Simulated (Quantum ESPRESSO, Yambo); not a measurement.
# Excitons of TiO2 (Anatase): kernels and approximations, part 2 of 4

How far does the k mesh set the exciton binding of TiO2 (Anatase)?

Quantum ESPRESSO 7.5 and Yambo 5.3.0; PBE and many-body steps on it, plane waves. Known limits of the many-body steps: not at the basis limit; bindings not settled in the k mesh.

So far. Step 4 (Screening and self-energy, 4×4×4 mesh, 78 bands …): The gap on the mesh goes from 2.19 eV to 3.72 eV, a correction of +1.53 eV. Step 5 (Empty states on the mesh, 4×4×4 mesh, 39 bands): On this mesh the gap is 2.189 eV.

## 7. Excitons

Optical absorption needs the electron-hole interaction, solved here in a basis of vertical transitions on the mesh.

This step: Bethe-Salpeter equation on PBE with a scissors shift, plane waves, norm-conserving pseudopotentials.

bse3.in

```
optics
bss
bse
em1s
dipoles
rim_cut
RandQpts= 1000000
RandGvec= 1 RL
Chimod= "HARTREE"
BSKmod= "SEX"
BSEmod= "resonant"
BSSmod= "d"
BSENGexx= 20 Ry
BSENGBlk= 4 Ry
% BSEQptR
 1 | 1 |
%
% BSEBands
 19 | 26 |
%
% BEnRange
 0 | 6 | eV
%
% BDmRange
 0.1 | 0.1 | eV
%
BEnSteps= 121
% BLongDir
 1 | 0 | 0 |
%
% BndsRnXs
 9 | 39 |
%
NGsBlkXs= 4 Ry
% LongDrXs
 1 | 1 | 1 |
%
% KfnQP_E
 1.553 | 1.0 | 1.0 |
%
WRbsWF
FFTGvecs= 34 Ry
```

Command:

```console
OMP_NUM_THREADS=2 mpirun -n 4 yambo -F bse3.in -J bse3 -C bse3 > bse3.log
```

The program printed:

```text
 Yambo, version 5.3.0

 [02] CORE Variables Setup
 =========================

  [... cell, symmetries and grids as in the set-up ...]

  [02.05] Energies & Occupations
  ==============================

  [X] === General ===
  [X] Electronic Temperature                        :  0.000000  0.000000 [eV K]
  [X] Bosonic    Temperature                        :  0.000000  0.000000 [eV K]
  [X] Finite Temperature mode                       : no
  [X] El. density                                   :  0.70458E+24 [cm-3]
  [X] Fermi Level                                   :  7.297609 [eV]

  [X] === Gaps and Widths ===
  [X] Conduction Band Min                           :  2.188733 [eV]
  [X] Valence Band Max                              :  0.000000 [eV]
  [X] Filled Bands                                  :  24
  [X] Empty Bands                                   :   25   39
  [X] Direct Gap                                    :  2.491718 [eV]
  [X] Direct Gap localized at k                     :   9
  [X] Indirect Gap                                  :  2.188733 [eV]
  [X] Indirect Gap between kpts                     :  3  1
  [X] Last valence band width                       :  0.810350 [eV]
  [X] 1st conduction band width                     :  1.464958 [eV]

 [03] Transferred momenta grid and indexing
 ==========================================

 [BZ sampling] Q-grid is User defined and/or read from the database

 IBZ Q-points                                      :  13
 BZ  Q-points                                      :   64

 K/Q-points units:
 rlu = crystal or reduced units; cc = cartesian coordinates; iku = interal k-units

 Q [ 1]         [rlu]:  0.000000  0.000000  0.000000
 Q [ 2]         [rlu]:  0.55297E-17  0.72474E-16  0.25000
 Q [ 3]         [rlu]: -0.74239E-16 -0.81769E-16 -0.50000
 Q [ 4]         [rlu]:  0.79654E-16  0.25000     -0.51899E-16
 Q [ 5]         [rlu]:  0.22222E-16  0.25000      0.25000
 Q [ 6]         [rlu]:  0.43097E-16 -0.50000     -0.43097E-16
 Q [ 7]         [rlu]:  0.55054E-16 -0.50000      0.25000
 Q [ 8]         [rlu]:  0.250000  0.250000  0.250000
 Q [ 9]         [rlu]:  0.250000  0.250000 -0.250000
 Q [10]         [rlu]:  0.250000  0.500000 -0.500000
 Q [11]         [rlu]:  0.250000 -0.250000  0.250000
 Q [12]         [rlu]:  0.250000  0.750000 -0.500000
 Q [13]         [rlu]:  0.500000  0.500000 -0.500000

  [03.01] X + BSE indexes
  =======================

   [03.01.01] Sigma indexes
   ========================

 [04] Coloumb potential Random Integration (RIM)
 ===============================================

  [04.01] RIM initialization
  ==========================

  * Diagonal components only detected *

  8 x (sBL volume)        :  0.067444 [a.u.]
  sBZ random points       :  1000000
  Points outside the sBZ  :   7980549
  RL volume               :  0.539553 [a.u.]
  Integrated volume       :  0.540868 [a.u.]

  [04.02] RIM integrals
  =====================

  Gamma point sphere radius             :  0.073836 [a.u.]
  Points outside the sphere             :   800449
  [Int_sBZ(q=0) 1/q^2]*(Vol_sBZ)^(-1/3) =:  7.663677
                                 should be <:  7.795600

  Summary of Coulomb integrals for non-metallic bands |Q|[au] RIM/Bare

  Q [1] 0.100000E-4 0.983077 * Q [9] 0.174727 0.940102
  Q [4] 0.236394 1.086547 * Q [2] 0.310643 1.080598
  Q [10] 0.341967 1.015211 * Q [13] 0.349454 0.987550
  Q [7] 0.356411 1.040044 * Q [11] 0.439316 1.032638
  Q [12] 0.467566 1.010968 * Q [6] 0.472788 1.024280
  Q [5] 0.498879 1.027191 * Q [3] 0.621287 1.019013
  Q [8] 0.645389 1.016315

 [05] External/Internal QP corrections
 =====================================

 [QP_apply] Action to be applied: USER defined scissor

  [05.01]  QP corrections report
  ==============================

  [K+QP] === General ===
  [K+QP] Electronic Temperature                     :  0.000000  0.000000 [eV K]
  [K+QP] Bosonic    Temperature                     :  0.000000  0.000000 [eV K]
  [K+QP] Finite Temperature mode                    : no
[...]
3.741733  4.487737  5.617626  5.617627  5.647194  5.647195  6.690830  6.969256
    6.98879   7.97360   9.19967  13.75701  15.11913  17.85490  17.85499
  Eqp @ K [ 2]
  -56.28720 -56.24408 -32.78482 -32.64043 -32.58133 -32.53267 -32.47291 -32.38817
  -17.02208 -16.24954 -16.17150 -15.91576  -4.53424  -4.27401  -4.03917  -3.18641
[...]
8.49908   8.51921  11.06132  14.30814  14.81976  15.35478  17.18302
  Eqp @ K [ 3]
[...]
9.09726   9.09727  13.67592  13.67594  14.28543  14.28543  17.76886
  Eqp @ K [ 4]
[...]
7.88661   8.46548  10.30805  13.68601  14.93503  17.24831  17.46016
  Eqp @ K [ 5]
[...]
8.86547   8.88190  12.93365  13.22958  14.20197  15.85144  16.35939
  Eqp @ K [ 6]
[...]
8.25254   8.59994  12.36151  12.82865  14.57291  15.63026  17.38860
  Eqp @ K [ 7]
[...]
8.62556   8.76341  11.28336  13.57622  15.05132  15.82180  17.14203
  Eqp @ K [ 8]
[...]
9.11765   9.11766  13.83808  13.83809  14.14878  14.14878  17.73022
  Eqp @ K [ 9]
[...]
7.09941   8.09059   9.59954  12.69410  16.64617  18.04899  18.10281
[...]
4.460888  4.986455  5.007297  5.178734  5.396658  6.017085  6.837367  7.582486
    7.65001   8.59056  11.06859  12.53631  15.30923  17.58874  17.90471
  -17.00718 -16.31739 -16.02811 -15.99958  -4.41958  -4.19073  -3.78568  -3.65828
     [... 9 further rows ...]
   4.101730  4.101731  5.410618  5.410619  5.871864  5.871866  6.612664  6.612666
    7.48143   7.48143  11.20405  11.20405  17.62821  17.62823  18.38726

 [06] Dipoles
 ============

  [06.01] Setup: observables and procedures
  =========================================

  [WARNING] [x,Vnl] slows the Dipoles computation. To neglect it rename the ns.kb_pp file

  [WARNING] [r,Vnl^pseudo] included in position and velocity dipoles.

  [WARNING] In case H contains other non local terms, these are neglected

 [07] Static Dielectric Matrix
 =============================

 [WR./bse3//ndb.em1s]------------------------------------------------------------
  Brillouin Zone Q/K grids (IBZ/BZ)                :   13   64   13   64
  RL vectors                                       :  1549 [WF]
  Coulomb cutoff potential                         : none
  Electronic Temperature                           :  0.000000 [K]
  Bosonic    Temperature                           :  0.000000 [K]
  Static diel. fun.  energies                      : Perdew, Burke & Ernzerhof(X)+Perdew, Burke & Ernzerhof(C)
  wavefunctions                                    : Perdew, Burke & Ernzerhof(X)+Perdew, Burke & Ernzerhof(C)
  Global Gauge                                     : length
  X matrix size                                    :   79
  X band range                                     :    9   39
  X e/h energy range                               : -1.000000 -1.000000 [eV]
  X Time ordering                                  : T
  X Hxc Kernel                                     : HARTREE
  X Drude frequency                                :  0.000000  0.000000
  X poles                                          :  100.0000 [o/o]
  RL vectors in the sum                            :  1549
  [r,Vnl] included                                 : yes
  Field direction                                  :  0.577350E-5  0.577350E-5  0.577350E-5
  BZ energy Double Grid                            : no
  BZ energy DbGd points                            : 0
  BZ Q point size factor                           : -1.000000
  X Optical Averaged directions                    : none

 [08] Bethe Salpeter Equation driver
 ===================================

  [08.01] Bethe Salpeter Equation @q1
  ===================================

   [08.01.01] Transition pre-analysis @q1
   ======================================

   [08.01.02] Transition Groups build-up @q1
   =========================================

   [BSK] Transition groups (total):  26
   [BSK] Size (resonant):   768
   [BSK]         (total):   768
   [BSK] N. of matrices :  1

   [08.01.03] Loading Dipoles @q1
   ==============================

   [08.01.04] Independent Particles properties @q1
   ===============================================

   ==========================================================

   [BSE] Exchange components :   713
   [BSE] Correlation components :    79   745

    [08.01.05.01] Screened interaction header I/O
    =============================================

    [08.01.05.02] Main kernel loop
    ==============================

    [08.01.05.03] Wave-Function Phases
    ==================================

    [BSE] WF phases found       :  30.76923 [o/o]

   [08.01.06] BSE solver(s) @q1
   ============================

   [08.01.07] Diago Solver @q1
   ===========================

 [11] Game Over & Game summary
```

Elapsed: 10 s, on 4 MPI ranks of Arm Neoverse V1, shared host; peak memory 1.1 GiB.

Numbers from this step:

- transitions in the window: 768
- direct gap of the transition levels: 4.045 eV
- lowest state: 3.617 eV
- first strong exciton (over a fiftieth of the strongest listed): 3.617 eV
- binding of the lowest state below the direct gap: 0.4275 eV
- Coulomb term of one mesh cell: 0.3959 eV

The binding is 1.1 times the screened Coulomb term of one mesh cell (0.40 eV), so it is not shown settled.

The lowest state lies at 3.617 eV, 0.428 eV under the direct gap.

Lines within 3 meV are set at the lowest of them, and the highest group, which the list may cut short, is left out. Lines of the exciton spectrum (strongest = 100):

```
position (eV)  lines merged  strength, relative
        3.617             2                 100
        3.657             2                 0.0
        3.845             2                 0.4
        3.853             2                 0.0
        3.862             2                  13
        4.092             1                 0.0
        4.103             2                 0.0
        4.194             2                 0.0
        4.227             2                 6.4
        4.306             1                 0.0
        4.348             2                 0.0
        4.359             1                 0.0
        4.367             1                 0.0
```

The ε₂ has structure finer than the step of the table below, so its rows give means over 0.25 eV, whole bins alone (the curve runs from 0 to 6 eV). Peaks (eV: height): BSE 3.600: 9.10, 4.650: 9.32; no electron-hole interaction 4.150: 5.44, 5.350: 8.18, 5.800: 7.11.

Field along x; broadening 0.1 eV; transition window only. Limits: finite bands, cutoff and mesh; exciton not shown settled in the k mesh. Table of ε₂ by photon energy; means over each step:

```
photon energy (eV)     BSE  no electron-hole interaction
              0.25  0.0239                        0.0175
              0.50  0.0271                        0.0195
              0.75  0.0310                        0.0218
              1.00  0.0360                        0.0246
              1.25  0.0423                        0.0280
              1.50  0.0505                        0.0323
              1.75  0.0615                        0.0376
              2.00  0.0771                        0.0445
              2.25   0.100                        0.0538
              2.50   0.137                        0.0665
              2.75   0.204                        0.0853
              3.00   0.354                         0.115
              3.25   0.868                         0.168
              3.50    4.76                         0.288
              3.75    4.99                         0.732
              4.00    1.93                          3.49
              4.25    3.36                          3.62
              4.50    7.13                          1.51
              4.75    7.89                          2.42
              5.00    5.28                          4.97
              5.25    4.68                          7.28
              5.50    2.40                          6.13
              5.75    1.49                          6.65
```

## 8. Triplet (no exchange term)

bse4.in, as its differences from bse3.in of step 7:

```diff
@@ -12,3 +12,3 @@
 BSSmod= "d"
-BSENGexx= 20 Ry
+BSENGexx= 1 RL
 BSENGBlk= 4 Ry
```

Command:

```console
OMP_NUM_THREADS=2 mpirun -n 4 yambo -F bse4.in -J bse4,bse3_W -C bse4 > bse4.log
```

The program printed:

```text
 Yambo, version 5.3.0

 [02] CORE Variables Setup
 =========================

  [... cell, symmetries and grids as in the set-up ...]

  [02.05] Energies & Occupations
  ==============================

  [X] === General ===
  [X] Electronic Temperature                        :  0.000000  0.000000 [eV K]
  [X] Bosonic    Temperature                        :  0.000000  0.000000 [eV K]
  [X] Finite Temperature mode                       : no
  [X] El. density                                   :  0.70458E+24 [cm-3]
  [X] Fermi Level                                   :  7.297609 [eV]

  [X] === Gaps and Widths ===
  [X] Conduction Band Min                           :  2.188733 [eV]
  [X] Valence Band Max                              :  0.000000 [eV]
  [X] Filled Bands                                  :  24
  [X] Empty Bands                                   :   25   39
  [X] Direct Gap                                    :  2.491718 [eV]
  [X] Direct Gap localized at k                     :   9
  [X] Indirect Gap                                  :  2.188733 [eV]
  [X] Indirect Gap between kpts                     :  3  1
  [X] Last valence band width                       :  0.810350 [eV]
  [X] 1st conduction band width                     :  1.464958 [eV]

 [03] Transferred momenta grid and indexing
 ==========================================

 IBZ Q-points                                      :  13
 BZ  Q-points                                      :   64

 K/Q-points units:
 rlu = crystal or reduced units; cc = cartesian coordinates; iku = interal k-units

 Q [ 1]         [rlu]:  0.000000  0.000000  0.000000
 Q [ 2]         [rlu]:  0.55297E-17  0.72474E-16  0.25000
 Q [ 3]         [rlu]: -0.74239E-16 -0.81769E-16 -0.50000
[...]
[K+QP] Direct Gap localized at k                  :   9
  [K+QP] Indirect Gap                               :  3.741733 [eV]
  [K+QP] Indirect Gap between kpts                  :  3  1
  [K+QP] Last valence band width                    :  0.810350 [eV]
  [K+QP] 1st conduction band width                  :  1.464958 [eV]

  [coarse-grid] Minimum Bare Gap        [ev]:  2.188733
  [coarse-grid] Minimum Gap Correction  [ev]:  1.553000

  Eqp @ K [ 1]
  -56.29836 -56.23733 -32.79079 -32.55100 -32.55100 -32.47864 -32.47864 -32.39384
  -17.56059 -16.54426 -16.39810 -16.05953  -3.90017  -3.78121  -3.78121  -3.37670
  -2.029256 -2.029256 -1.982471 -0.733028 -0.729526 -0.729525 -0.428736 -0.428736
[...]
6.98879   7.97360   9.19967  13.75701  15.11913  17.85490  17.85499
  Eqp @ K [ 2]
[...]
8.49908   8.51921  11.06132  14.30814  14.81976  15.35478  17.18302
  Eqp @ K [ 3]
[...]
9.09726   9.09727  13.67592  13.67594  14.28543  14.28543  17.76886
[...]
Eqp @ K [ 8]
[...]
Eqp @ K [ 9]
[...]
7.65001   8.59056  11.06859  12.53631  15.30923  17.58874  17.90471
  -17.00718 -16.31739 -16.02811 -15.99958  -4.41958  -4.19073  -3.78568  -3.65828
     [... 9 further rows ...]
   4.101730  4.101731  5.410618  5.410619  5.871864  5.871866  6.612664  6.612666
    7.48143   7.48143  11.20405  11.20405  17.62821  17.62823  18.38726

 [06] Dipoles
 ============

  [06.01] Setup: observables and procedures
  =========================================

  [WARNING] [r,Vnl^pseudo] included in position and velocity dipoles.

  [WARNING] In case H contains other non local terms, these are neglected

 [07] Static Dielectric Matrix
 =============================

    [08.01.05.02] Main kernel loop
    ==============================

    [08.01.05.03] Wave-Function Phases
    ==================================

    [BSE] WF phases found       :  30.76923 [o/o]

   [08.01.06] BSE solver(s) @q1
   ============================

   [08.01.07] Diago Solver @q1
   ===========================

 [11] Game Over & Game summary
```

The job ended after 4.8 s (4 MPI ranks; peak memory 1.1 GiB).

The lowest triplet lies at 3.610 eV; without spin-orbit coupling triplets are dark, so no spectrum is read.

## 9. Empty states on the mesh, 6×6×6 mesh, 39 bands

This step: Quantum ESPRESSO 7.5; DFT, PBE, plane waves, norm-conserving pseudopotentials.

pw.in

```
&control
  calculation = 'nscf'
  prefix = 'x'
  outdir = 'o'
  pseudo_dir = 'pseudo'
/
&system
  ibrav = 0
  nat = 6
  ntyp = 2
  ecutwfc = 76.0
  nbnd = 39
  force_symmorphic = .true.
/
&electrons
  conv_thr = 1e-9
  electron_maxstep = 80
  diago_full_acc = .true.
  diago_thr_init = 5e-6
/
ATOMIC_SPECIES
  Ti 47.867 Ti.upf
  O 15.999 O.upf
CELL_PARAMETERS angstrom
  -1.8921000000 1.8921000000 4.7573000000
  1.8921000000 -1.8921000000 4.7573000000
  1.8921000000 1.8921000000 -4.7573000000
ATOMIC_POSITIONS crystal
  Ti 0.0000000000 0.0000000000 0.0000000000
  Ti 0.7500000000 0.2500000000 0.5000000000
  O 0.2081000000 0.2081000000 0.0000000000
  O 0.9581000000 0.4581000000 0.5000000000
  O 0.5419000000 0.0419000000 0.5000000000
  O 0.7919000000 0.7919000000 0.0000000000
K_POINTS automatic
  6 6 6 0 0 0
```

Command:

```console
OMP_NUM_THREADS=1 mpirun -n 8 pw.x -nk 4 -in pw.in > pw.out
```

The program printed:

```text
[banner, memory and clock lines left out]
Program PWSCF v.7.5 starts

     Atomic positions and unit cell read from directory:
     o/x.save/

     Message from routine setup:
     using ibrav=0 with symmetry is DISCOURAGED, use correct ibrav instead

     bravais-lattice index     =            0
     lattice parameter (alat)  =      10.3145  a.u.
     unit-cell volume          =     459.7326 (a.u.)^3
     number of atoms/cell      =            6
     number of atomic types    =            2
     number of electrons       =        48.00
[...]
k = 0.2404 0.2404 0.0000 (  5150 PWs)   bands (ev):

[...]
13.6410  14.0526  15.8690  19.7943  20.9149  21.5924  23.8093

          k = 0.4808 0.4808 0.0000 (  5154 PWs)   bands (ev):

[...]
4.2159   4.2805   4.4067   4.7128   5.2729   6.3849   6.7532   7.2312
    10.4438  10.6977  10.8634  11.1943  11.6899  12.0035  13.4326  14.2914
    14.4142  14.7432  17.8781  19.8602  20.0244  21.2622  22.6917

          k =-0.7212-0.7212 0.0000 (  5150 PWs)   bands (ev):

     [... further k-points ...]

     highest occupied, lowest unoccupied level (ev):     7.2976    9.4863

     XML data file, pseudopotentials, collected wavefunctions
```

It took 8.8 s on 8 MPI ranks; peak memory 0.47 GiB; 66 s of CPU time.

Numbers from this step:

```
gap                                                           : 2.189 eV
k of the valence top                                          : 0, 0, -0.5
k of the conduction bottom                                    : 0, 0, 0
least direct gap                                              : 2.504 eV
k points computed                                             : 30
lowest point of the top converged band, above the valence top : 14.92 eV
```

On this mesh the gap is 2.189 eV.

## 10. Conversion and set-up

This step: Yambo 5.3.0; conversion and set-up on PBE, plane waves, norm-conserving pseudopotentials.

Command:

```console
(cd o/x.save; p2y > p2y.log; mv SAVE ../..); yambo > setup.log
```

The program printed:

```text
 Yambo, version 5.3.0

 [02] CORE Variables Setup
 =========================

  [02.01] Unit cells
  ==================

  Cell kind             :  Unknown
  Atoms in the cell     :  Ti  O
  number of Ti atoms    :  2
  number of O  atoms    :   4

  List of atomic masses
  Mass of Ti    :  47.86700
  Mass of O     :  15.99900

  List of atomic coordinates    : [cc]
  Ti1       :  0.000000  0.000000  0.000000  order 1
  Ti2       :  0.000000  3.575551  4.494997  order 2
  O1       : -0.69697E-16  0.69697E-16   3.7416      order 3
[...]
Q [ 1]         [rlu]:  0.000000  0.000000  0.000000
 Q [ 2]         [rlu]:  0.27941E-16  0.24061E-16  0.16667
 Q [ 3]         [rlu]:  0.48214E-16  0.55790E-16  0.33333
[...]
Q [ 8]         [rlu]: -0.12861E-16  0.33333      0.12861E-16
 Q [ 9]         [rlu]:  0.14895E-16  0.33333      0.16667
 Q [10]         [rlu]:  0.18067E-17 -0.66667      0.33333
     [... 18 further rows ...]
 Q [29]         [rlu]:  0.333333  0.666667 -0.500000
 Q [30]         [rlu]:  0.500000  0.500000 -0.500000

  [03.01] X indexes
  =================

   [03.01.01] Sigma indexes
   ========================

 [06] Game Over & Game summary
```

Wall time 3.2 s (1 MPI rank); peak memory 0.25 GiB.

(Part 2 of 4 ends here.)

[Paths, hosts, dates, memory and timing lines, banners, echoed tables and standing remarks are left out of the program output.]

[Logs are printed without paths, hosts, clocks, repeated set-up lines and the standing remarks that a program may print on its own settings, such as how far it seeks lower states.]

[Runs of the session that timed out or met a known fault of the program may be left out.]

[Hosts, paths, dates, database ids (printed as entryN), source tags and the programs' standing remarks are cut or masked in the printed files.]
